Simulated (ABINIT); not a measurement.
# BaH2 (P6_3/mmc): G0W0 in ABINIT against the screening cutoff in the self-energy

Aim: move the screening cutoff in the self-energy of a G0W0 run on BaH2 (P6_3/mmc) over a wide range.

Main program and level: ABINIT 10.8.3; PBEsol and many-body steps on it, plane waves.

### Step 1. The starting structure

Symmetry: P6_3/mmc, No. 194, hexagonal system. Conventional cell: a = 4.462 Å, b = 4.462 Å, c = 6.055 Å, α = 90.00°, β = 90.00°, γ = 120.00°. Nearest to Ba lie 11 H at 2.58 to 3.03 Å. Nearest to H lie 5 Ba at 2.58 to 3.03 Å and 6 H at 2.99 Å. Nearest to H lie 6 Ba at 2.99 Å and 8 H at 2.99 to 3.03 Å. Farther neighbours are not listed.

The cell and positions are those that the Materials Project relaxed with its own functionals (PBE, PBE+U or r2SCAN), kept fixed. Spin-orbit coupling is left out unless a step names it.

### Step 2. Screening, 3×3×2 mesh, 491 bands, screening to 217.7 eV

This step: ABINIT 10.8.3; RPA screening on PBEsol, plane waves, norm-conserving pseudopotentials.

The RPA dielectric matrix is built and inverted for each q.

Input file run.abi:

```
acell 3*1.0 Angstrom
rprim 
  4.462025052349 0.000000000014 0.000000000000
  -2.231012526186 3.864227047650 0.000000000000
  0.000000000000 0.000000000000 6.055292590000
ntypat 2
znucl 56 1
natom 6
typat 1 1 2 2 2 2
xred 
  0.666666666667 0.333333333333 0.750000000000
  0.333333333333 0.666666666667 0.250000000000
  0.333333333333 0.666666666667 0.750000000000
  0.666666666667 0.333333333333 0.250000000000
  0.000000000000 0.000000000000 0.500000000000
  0.000000000000 0.000000000000 0.000000000000
pp_dirpath "pseudos"
pseudos "Ba.upf, H.upf"
ecut 32
ngkpt 3 3 2
nshiftk 1
shiftk 0 0 0
kptopt 1
chksymbreak 0
istwfk *1
occopt 1
irdwfk 1
optdriver 3
nband 491
ecuteps 8
inclvkb 2
awtr 1
symchi 1
indata_prefix "in"
outdata_prefix "out"
tmpdata_prefix "tmp"
```

Command:

```sh
> OMP_NUM_THREADS=1 mpirun -n 4 abinit run.abi > log
```

The program printed:

```text
.Version 10.8.3 of ABINIT. v10.8.2 released Aug 2026.

 Symmetries : space group P6_3/m m c (#194); Bravais hP (primitive hexag.)
[... echo of the input left out ...]
== DATASET  1 ==================================================================
-   mpi_nproc: 4, omp_nthreads: 1 (-1 if OMP is not activated)

--- !DatasetInfo
iteration_state: {dtset: 1, }
dimensions: {natom: 6, nkpt: 6, mband: 491, nsppol: 1, nspinor: 1, nspden: 1, mpw: 6126, }
cutoff_energies: {ecut:  32.0, pawecutdg:  -1.0, }
electrons: {nelect:   2.40000000E+01, charge:   0.00000000E+00, occopt:   1.00000000E+00, tsmear:   1.00000000E-02, }

 SCREENING: Calculation of the susceptibility and dielectric matrices

 Based on a program developped by R.W. Godby, V. Olevano, G. Onida, and L. Reining.
 Incorporated in ABINIT by V. Olevano, G.-M. Rignanese, and M. Torrent.
.Using double precision arithmetic ; gwpc =  8

[... cell and pseudopotentials left out ...]
--------------------------------------------------------------------------------

 ==== K-mesh for the wavefunctions ====
 Number of points in the irreducible wedge :     6
[... list of points left out ...]
 Together with 24 symmetry operations and time-reversal symmetry
 yields    18 points in the full Brillouin Zone.

 ==== Q-mesh for the screening function ====
 Number of points in the irreducible wedge :     6
[... list of points left out ...]
 Together with 24 symmetry operations and time-reversal symmetry
 yields    18 points in the full Brillouin Zone.

 setmesh: FFT mesh size selected  =    32x   32x   48
          total number of points  =        49152

 vcoul_init : cutoff-mode = AUXILIARY_FUNCTION
 q-points for optical limit:   1
     1)      0.000010    0.000020    0.000030

- screening: taking advantage of time-reversal symmetry
- Maximum band index for partially occupied states nbvw = 12
- Remaining bands to be divided among processors   nbcw = 479
- Number of bands treated by each node ~119

 Number of electrons calculated from density =   24.0000; Expected =   24.0000
 average of density, n =  0.034063
 r_s =    1.9137
 omega_plasma =   17.8032 [eV]

 calculating chi0 at frequencies [eV] :
  1    0.000000E+00    0.000000E+00
  2    0.000000E+00    1.780320E+01

--------------------------------------------------------------------------------
  q-point number  1        q = ( 0.000000, 0.000000, 0.000000) [r.l.u.]
--------------------------------------------------------------------------------
[... chi0 elements left out ...]
 For q-point:  0.000010 0.000020 0.000030
  dielectric constant =   5.8418
  dielectric constant without local fields =   6.5047

  Average fulfillment of the sum rule on Im[epsilon] for q-point    1 :    101.86  [%]
[... wings left out ...]
  q-point number  2        q = ( 0.333333, 0.000000, 0.000000) [r.l.u.]
--------------------------------------------------------------------------------
[... chi0 elements left out ...]
  Average fulfillment of the sum rule on Im[epsilon] for q-point    2 :    103.90  [%]

 [... 4 further q-points ...]
```

It took 5.8 min on 4 MPI ranks of Intel Xeon Platinum 8259CL at 2.50GHz (Skylake/Cascade Lake), shared host; peak memory 3.3 GiB; 23 min of CPU time.

This step gave:

- ε∞ with local fields, on this mesh, along the program's q direction: 5.842
- the same without local fields: 6.505
- plasma frequency: 17.80 eV
- plane waves in the screening matrix: 759

Local fields lower ε∞ by 10 %. On a Γ-centred mesh this coarse the value itself is usually too large, while a short band sum pulls it down.

### Step 3. 0.8 Ha

This step: G0W0 on PBEsol, plane waves, norm-conserving pseudopotentials.

run.abi: that of step 2 with these lines changed.

```diff
@@ -27,8 +27,17 @@
 irdwfk 1
-optdriver 3
+optdriver 4
 nband 491
-ecuteps 8
-inclvkb 2
-awtr 1
-symchi 1
+gwcalctyp 0
+ecutsigx 32
+symsigma 1
+nkptgw 2
+kptgw 
+  0.0000000000 0.0000000000 0.0000000000
+  0.3333333333 0.3333333333 0.5000000000
+bdgw 
+  11 14
+  11 14
+ecuteps 0.8
+irdscr 1
+ppmodel 1
 indata_prefix "in"
```

The program printed:

```text
.Version 10.8.3 of ABINIT. v10.8.2 released Aug 2026.

 Symmetries : space group P6_3/m m c (#194); Bravais hP (primitive hexag.)
[... echo of the input left out ...]
== DATASET  1 ==================================================================
-   mpi_nproc: 4, omp_nthreads: 1 (-1 if OMP is not activated)

--- !DatasetInfo
iteration_state: {dtset: 1, }
dimensions: {natom: 6, nkpt: 6, mband: 491, nsppol: 1, nspinor: 1, nspden: 1, mpw: 6126, }
cutoff_energies: {ecut:  32.0, pawecutdg:  -1.0, }
electrons: {nelect:   2.40000000E+01, charge:   0.00000000E+00, occopt:   1.00000000E+00, tsmear:   1.00000000E-02, }

 SIGMA: Calculation of the GW corrections

 Based on a program developped by R.W. Godby, V. Olevano, G. Onida, and L. Reining.
 Incorporated in ABINIT by V. Olevano, G.-M. Rignanese, and M. Torrent.
.Using double precision arithmetic ; gwpc =  8

[... cell and pseudopotentials left out ...]
--------------------------------------------------------------------------------

 ==== K-mesh for the wavefunctions ====
 Number of points in the irreducible wedge :     6
[... list of points left out ...]
 Together with 24 symmetry operations and time-reversal symmetry
 yields    18 points in the full Brillouin Zone.

 ==== Q-mesh for screening function ====
 Number of points in the irreducible wedge :     6
[... list of points left out ...]
 Together with 24 symmetry operations and time-reversal symmetry
 yields    18 points in the full Brillouin Zone.

 vcoul_init : cutoff-mode = AUXILIARY_FUNCTION
 q-points for optical limit:   1
     1)      0.000010    0.000020    0.000030
 setmesh: FFT mesh size selected  =    40x   40x   60
          total number of points  =        96000

 Number of electrons calculated from density =   24.0000; Expected =   24.0000
 average of density, n =  0.034063
 r_s =    1.9137
 omega_plasma =   17.8032 [eV]

 === KS Band Gaps ===
  >>>> For spin  1
   Minimum direct gap =   2.7256 [eV], located at k-point      :   0.0000  0.0000  0.0000
   Fundamental gap    =   1.4734 [eV], Top of valence bands at :   0.0000  0.0000  0.0000
                                       Bottom of conduction at :   0.3333  0.3333  0.5000
 SIGMA fundamental parameters:
 PLASMON POLE MODEL  1
 number of plane-waves for SigmaX                 6089
 number of plane-waves for SigmaC and W             23
 number of plane-waves for wavefunctions          6089
 number of bands                                   491
 number of independent spin polarizations            1
 number of spinorial components                      1
 number of k-points in IBZ                           6
 number of q-points in IBZ                           6
 number of symmetry operations                      24
 number of k-points in BZ                           18
 number of q-points in BZ                           18
 number of frequencies for dSigma/dE                 9
 frequency step for dSigma/dE [eV]                0.25
 number of omega for Sigma on real axis              0
 max omega for Sigma on real axis  [eV]           0.00
 zcut for avoiding poles [eV]                     0.10

 EPSILON^-1 parameters (SCR file):
 dimension of the eps^-1 matrix on file            759
 dimension of the eps^-1 matrix used                23
 number of plane-waves for wavefunctions          6089
 number of bands                                   491
 number of q-points in IBZ                           6
 number of frequencies                               2
 number of real frequencies                          1
 number of imag frequencies                          1

 matrix elements of self-energy operator (all in [eV])

 Perturbative Calculation

--- !SelfEnergy_ee
iteration_state: {dtset: 1, }
kpoint     : [   0.000,    0.000,    0.000, ]
spin       : 1
KS_gap     :    2.726
QP_gap     :    4.241
Delta_QP_KS:    1.516
data: !SigmaeeData |
     Band     E0 <VxcDFT>   SigX SigC(E0)      Z dSigC/dE  Sig(E)    E-E0       E
       11   3.623 -10.601 -13.543   2.133   0.808  -0.237 -11.254  -0.653   2.970
       12   4.131 -10.778 -13.538   2.018   0.813  -0.231 -11.381  -0.603   3.528
       13   6.857  -9.229  -4.726  -3.393   0.822  -0.216  -8.316   0.912   7.769
       14   6.857  -9.229  -4.726  -3.393   0.822  -0.216  -8.316   0.912   7.769

--- !SelfEnergy_ee
iteration_state: {dtset: 1, }
kpoint     : [   0.333,    0.333,    0.500, ]
spin       : 1
KS_gap     :    3.017
QP_gap     :    4.493
Delta_QP_KS:    1.475
data: !SigmaeeData |
     Band     E0 <VxcDFT>   SigX SigC(E0)      Z dSigC/dE  Sig(E)    E-E0       E
       11   2.587 -11.072 -14.405   2.466   0.805  -0.242 -11.770  -0.699   1.889
       12   2.587 -11.072 -14.405   2.466   0.805  -0.242 -11.770  -0.699   1.889
       13   5.605  -8.695  -4.279  -3.470   0.821  -0.218  -7.918   0.777   6.381
       14   5.605  -8.695  -4.279  -3.470   0.821  -0.218  -7.918   0.777   6.381

== END DATASET(S) ==============================================================
================================================================================

 -outvars: echo values of variables after computation  --------
           etotal      0.0000000000E+00
            nband         491
             nkpt           6
          spgroup         194
 [... the other variables as echoed above ...]

 Calculation completed.
```

It took 13 s on 4 MPI ranks; peak memory 1.6 GiB.

This step gave:

| Item | Value |
| --- | --- |
| G0W0 gap on the points computed | 2.853 eV |
| starting gap on the mesh | 1.473 eV |
| k of the valence top | 0, 0, 0 |
| k of the conduction bottom | 0.3333, 0.3333, 0.5 |
| Z at the valence top | 0.813 |
| Z at the conduction bottom | 0.821 |
| least direct G0W0 gap on the computed points | 4.241 eV |

### Step 4. 1.6 Ha

run.abi: that of step 3 with these lines changed.

```diff
@@ -39,3 +39,3 @@
   11 14
-ecuteps 0.8
+ecuteps 1.6
 irdscr 1
```

The program printed:

```text
.Version 10.8.3 of ABINIT. v10.8.2 released Aug 2026.

 Symmetries : space group P6_3/m m c (#194); Bravais hP (primitive hexag.)
[... echo of the input left out ...]
== DATASET  1 ==================================================================
-   mpi_nproc: 4, omp_nthreads: 1 (-1 if OMP is not activated)

--- !DatasetInfo
iteration_state: {dtset: 1, }
dimensions: {natom: 6, nkpt: 6, mband: 491, nsppol: 1, nspinor: 1, nspden: 1, mpw: 6126, }
cutoff_energies: {ecut:  32.0, pawecutdg:  -1.0, }
electrons: {nelect:   2.40000000E+01, charge:   0.00000000E+00, occopt:   1.00000000E+00, tsmear:   1.00000000E-02, }

 SIGMA: Calculation of the GW corrections

 Based on a program developped by R.W. Godby, V. Olevano, G. Onida, and L. Reining.
 Incorporated in ABINIT by V. Olevano, G.-M. Rignanese, and M. Torrent.
.Using double precision arithmetic ; gwpc =  8

[... cell and pseudopotentials left out ...]
--------------------------------------------------------------------------------

 ==== K-mesh for the wavefunctions ====
 Number of points in the irreducible wedge :     6
[... list of points left out ...]
 Together with 24 symmetry operations and time-reversal symmetry
 yields    18 points in the full Brillouin Zone.

 ==== Q-mesh for screening function ====
 Number of points in the irreducible wedge :     6
[... list of points left out ...]
 Together with 24 symmetry operations and time-reversal symmetry
 yields    18 points in the full Brillouin Zone.

 vcoul_init : cutoff-mode = AUXILIARY_FUNCTION
 q-points for optical limit:   1
     1)      0.000010    0.000020    0.000030
 setmesh: FFT mesh size selected  =    40x   40x   60
          total number of points  =        96000

 Number of electrons calculated from density =   24.0000; Expected =   24.0000
[...]
number of omega for Sigma on real axis              0
 max omega for Sigma on real axis  [eV]           0.00
 zcut for avoiding poles [eV]                     0.10

 EPSILON^-1 parameters (SCR file):
 dimension of the eps^-1 matrix on file            759
 dimension of the eps^-1 matrix used                61
 number of plane-waves for wavefunctions          6089
 number of bands                                   491
 number of q-points in IBZ                           6
 number of frequencies                               2
 number of real frequencies                          1
 number of imag frequencies                          1

 matrix elements of self-energy operator (all in [eV])

 Perturbative Calculation

--- !SelfEnergy_ee
iteration_state: {dtset: 1, }
kpoint     : [   0.000,    0.000,    0.000, ]
spin       : 1
KS_gap     :    2.726
QP_gap     :    4.190
Delta_QP_KS:    1.465
data: !SigmaeeData |
     Band     E0 <VxcDFT>   SigX SigC(E0)      Z dSigC/dE  Sig(E)    E-E0       E
       11   3.623 -10.601 -13.543   1.952   0.790  -0.265 -11.383  -0.782   2.841
       12   4.131 -10.778 -13.538   1.827   0.794  -0.259 -11.519  -0.741   3.390
       13   6.857  -9.229  -4.726  -3.616   0.816  -0.226  -8.505   0.724   7.580
[...]
--- !SelfEnergy_ee
iteration_state: {dtset: 1, }
kpoint     : [   0.333,    0.333,    0.500, ]
spin       : 1
KS_gap     :    3.017
QP_gap     :    4.461
Delta_QP_KS:    1.444
data: !SigmaeeData |
     Band     E0 <VxcDFT>   SigX SigC(E0)      Z dSigC/dE  Sig(E)    E-E0       E
[...]
13   5.605  -8.695  -4.279  -3.685   0.816  -0.226  -8.099   0.596   6.200
       14   5.605  -8.695  -4.279  -3.685   0.816  -0.226  -8.099   0.596   6.200

== END DATASET(S) ==============================================================
================================================================================

 -outvars: echo values of variables after computation  --------
           etotal      0.0000000000E+00
            nband         491
             nkpt           6
          spgroup         194
 [... the other variables as echoed above ...]

 Calculation completed.
```

Wall time 14 s (4 MPI ranks); peak memory 1.6 GiB.

Numbers from this step:

* G0W0 gap on the points computed: 2.81 eV
* starting gap on the mesh: 1.473 eV
* k of the valence top: 0, 0, 0
* k of the conduction bottom: 0.3333, 0.3333, 0.5
* Z at the valence top: 0.794
* Z at the conduction bottom: 0.816
* least direct G0W0 gap on the computed points: 4.190 eV

### Step 5. 2.8 Ha

The self-energy is evaluated for the states that the input lists, and the levels follow from it, in one-shot runs by the linearised quasiparticle equation.

run.abi: that of step 4 with these lines changed.

```diff
@@ -39,3 +39,3 @@
   11 14
-ecuteps 1.6
+ecuteps 2.8
 irdscr 1
```

The program printed:

```text
.Version 10.8.3 of ABINIT. v10.8.2 released Aug 2026.

 Symmetries : space group P6_3/m m c (#194); Bravais hP (primitive hexag.)
[... echo of the input left out ...]
== DATASET  1 ==================================================================
-   mpi_nproc: 4, omp_nthreads: 1 (-1 if OMP is not activated)

--- !DatasetInfo
iteration_state: {dtset: 1, }
dimensions: {natom: 6, nkpt: 6, mband: 491, nsppol: 1, nspinor: 1, nspden: 1, mpw: 6126, }
cutoff_energies: {ecut:  32.0, pawecutdg:  -1.0, }
[...]
Band     E0 <VxcDFT>   SigX SigC(E0)      Z dSigC/dE  Sig(E)    E-E0       E
[...]
13   5.605  -8.695  -4.279  -3.770   0.814  -0.229  -8.170   0.525   6.130
       14   5.605  -8.695  -4.279  -3.770   0.814  -0.229  -8.170   0.525   6.130

== END DATASET(S) ==============================================================
================================================================================

 -outvars: echo values of variables after computation  --------
           etotal      0.0000000000E+00
            nband         491
             nkpt           6
          spgroup         194
 [... the other variables as echoed above ...]

 Calculation completed.
```

It took 28 s on 4 MPI ranks; peak memory 1.8 GiB; 1.9 min of CPU time.

This step gave:

```
G0W0 gap on the points computed              : 2.941 eV
starting gap on the mesh                     : 1.473 eV
k of the valence top                         : 0, 0, 0
k of the conduction bottom                   : 0.3333, 0.3333, 0.5
least direct G0W0 gap on the computed points : 4.252 eV
```

The gap on the mesh goes from 1.47 eV to 2.94 eV, a correction of +1.47 eV.

(Continued in part 2 of 2.)

[Paths, hosts, dates, memory and timing lines, banners, echoed tables and standing remarks are left out of the program output.]

[Logs are printed without paths, hosts, clocks, repeated set-up lines and the standing remarks that a program may print on its own settings, such as how far it seeks lower states.]

[Runs of the session that timed out or met a known fault of the program may be left out.]

[Hosts, paths, dates, database ids (printed as entryN), source tags and the programs' standing remarks are cut or masked in the printed files.]

[G0W0 gaps are taken among the corrected bands and points alone; a level outside them can change the order at an edge.]

[Where Ansatz stands beside ABINIT at settings called matched, ABINIT's density can come from a denser mesh and the files from another edition; pairs whose starting gaps differed by over 0.03 eV were left out, so agreement reads better than it is.]
